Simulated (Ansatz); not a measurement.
# Si(111) with different end groups on 50 % of the top atoms (PBE, PAW set soft_1)

How far can end groups move the ionisation potential of Si(111)?

All values are computed: Ansatz 0.2.0, PBE, plane waves, PAW set soft_1, scalar-relativistic unless marked; slabs or sheets with vacuum, the vacuum level from the planar mean of the electrostatic potential. 2×2 cells of six atomic planes, hydrogen on the lower face and on the remaining top atoms, dipole correction on.

```
group  ionisation potential, upper face (eV)  lower (H) face (eV)  difference (eV)  dipole a group against H (D)
   Li                                   2.97                 4.65            -1.68                         +1.14
  CH3                                   4.18                 4.67            -0.49                         +0.33
   Br                                   5.32                 4.65            +0.67                         -0.45
   Cl                                   5.48                 4.65            +0.83                         -0.56
    F                                   5.69                 4.63            +1.06                         -0.72
```

The same valence top is seen through two surface dipoles, so the difference of the faces isolates the group. It runs from -1.68 eV (Li) to +1.06 eV (F). A group that leaves negative charge outermost raises the barrier, and one that ends in positive charge lowers it.

**Worked step.** ΔΦ = −μ/(ε₀A), with μ the dipole of one cell along the outward normal; in working units μ (D) = −ΔΦ (eV) × A (Å²) / 37.7. For Li: −(-1.68) × 51.1 / 37.7 = +2.28 D a cell, shared by 2 groups: +1.14 D each.

Where a group brings filled states above the slab's valence band, the valence top is that state. Semilocal levels lie too high, so differences are more trustworthy than the values.

In 1 of the 10 runs the program warns that some density reaches the dipole ramp in the vacuum, so their vacuum levels can be a little off.

[Logs are printed without paths, hosts, clocks, repeated set-up lines and the standing remarks that a program may print on its own settings, such as how far it seeks lower states.]
